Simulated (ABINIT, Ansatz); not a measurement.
Entries from a set of simulations; values are calculated unless marked as measured.

Quasiparticle gap of Al2O3 (Corundum) in ABINIT. Symmetry: R-3c, No. 167, trigonal system. Conventional cell: a = 4.760 Å, b = 4.760 Å, c = 12.996 Å, α = 90.00°, β = 90.00°, γ = 120.00°. Nearest to Al lie 6 O at 1.85 to 1.97 Å. Nearest to O lie 4 Al at 1.85 to 1.97 Å. Farther neighbours, and contacts between anions beyond the nearest, are not listed. The calculation used RPA screening on PBE, plane waves, norm-conserving pseudopotentials (and 2 further levels or steps) in ABINIT 10.8.3, with cutoff 36 Ha, PseudoDojo scalar-relativistic 0.4.1 standard, norm-conserving, ngkpt (2, 2, 2), nband 162, ecuteps 6.5 Ha, inclvkb 2, shiftk (0, 0, 0), symchi 1, awtr 1, frequency ppm, 2×2×2 k-mesh. The PBE gap is 6.27 eV, direct, the G0W0 gap on the mesh is 8.36 eV and the GW settings are 2×2×2 mesh, 162 bands, screening to 176.9 eV, Godby-Needs plasmon pole. The known limits are short of the basis limit; coarse k mesh. It took 4 runs, 2.7 min in all on 4 MPI ranks of Arm Neoverse V2, shared host. G0W0 moves the gap on the mesh from 6.27 eV to 8.36 eV (+2.09 eV), with Z of 0.82 and 0.86 at the edges. Local fields lower the RPA ε∞ on this mesh from 3.33 to 3.10; a Γ-centred mesh this coarse tends to raise both, most where the direct gap is narrow, while a short band sum lowers them. The cell and positions come from the Crystallography Open Database and are kept as given unless a step says otherwise. The 2×2×2 mesh is coarse for this cell, which bears on the long-range parts of exchange and screening.

[Paths, hosts, dates, memory and timing lines, banners, echoed tables and standing remarks are left out of the program output; an Ansatz launch command may be rebuilt from the run's recorded settings. Measured values are a selection of at most five: reports struck by readers or far from the other reports are left out. None is set beside runs whose start may be inverted or whose files or cutoffs have a known fault.]

[Runs of the session that timed out or met a known fault of the program may be left out.]

[Hosts, paths, dates, database ids (printed as entryN), source tags and the programs' standing remarks are cut or masked in the printed files.]

[G0W0 gaps are taken among the corrected bands and points alone; a level outside them can change the order at an edge.]

[Where Ansatz stands beside ABINIT at settings called matched, ABINIT's density can come from a denser mesh and the files from another edition; pairs whose starting gaps differed by over 0.03 eV were left out, so agreement reads better than it is.]
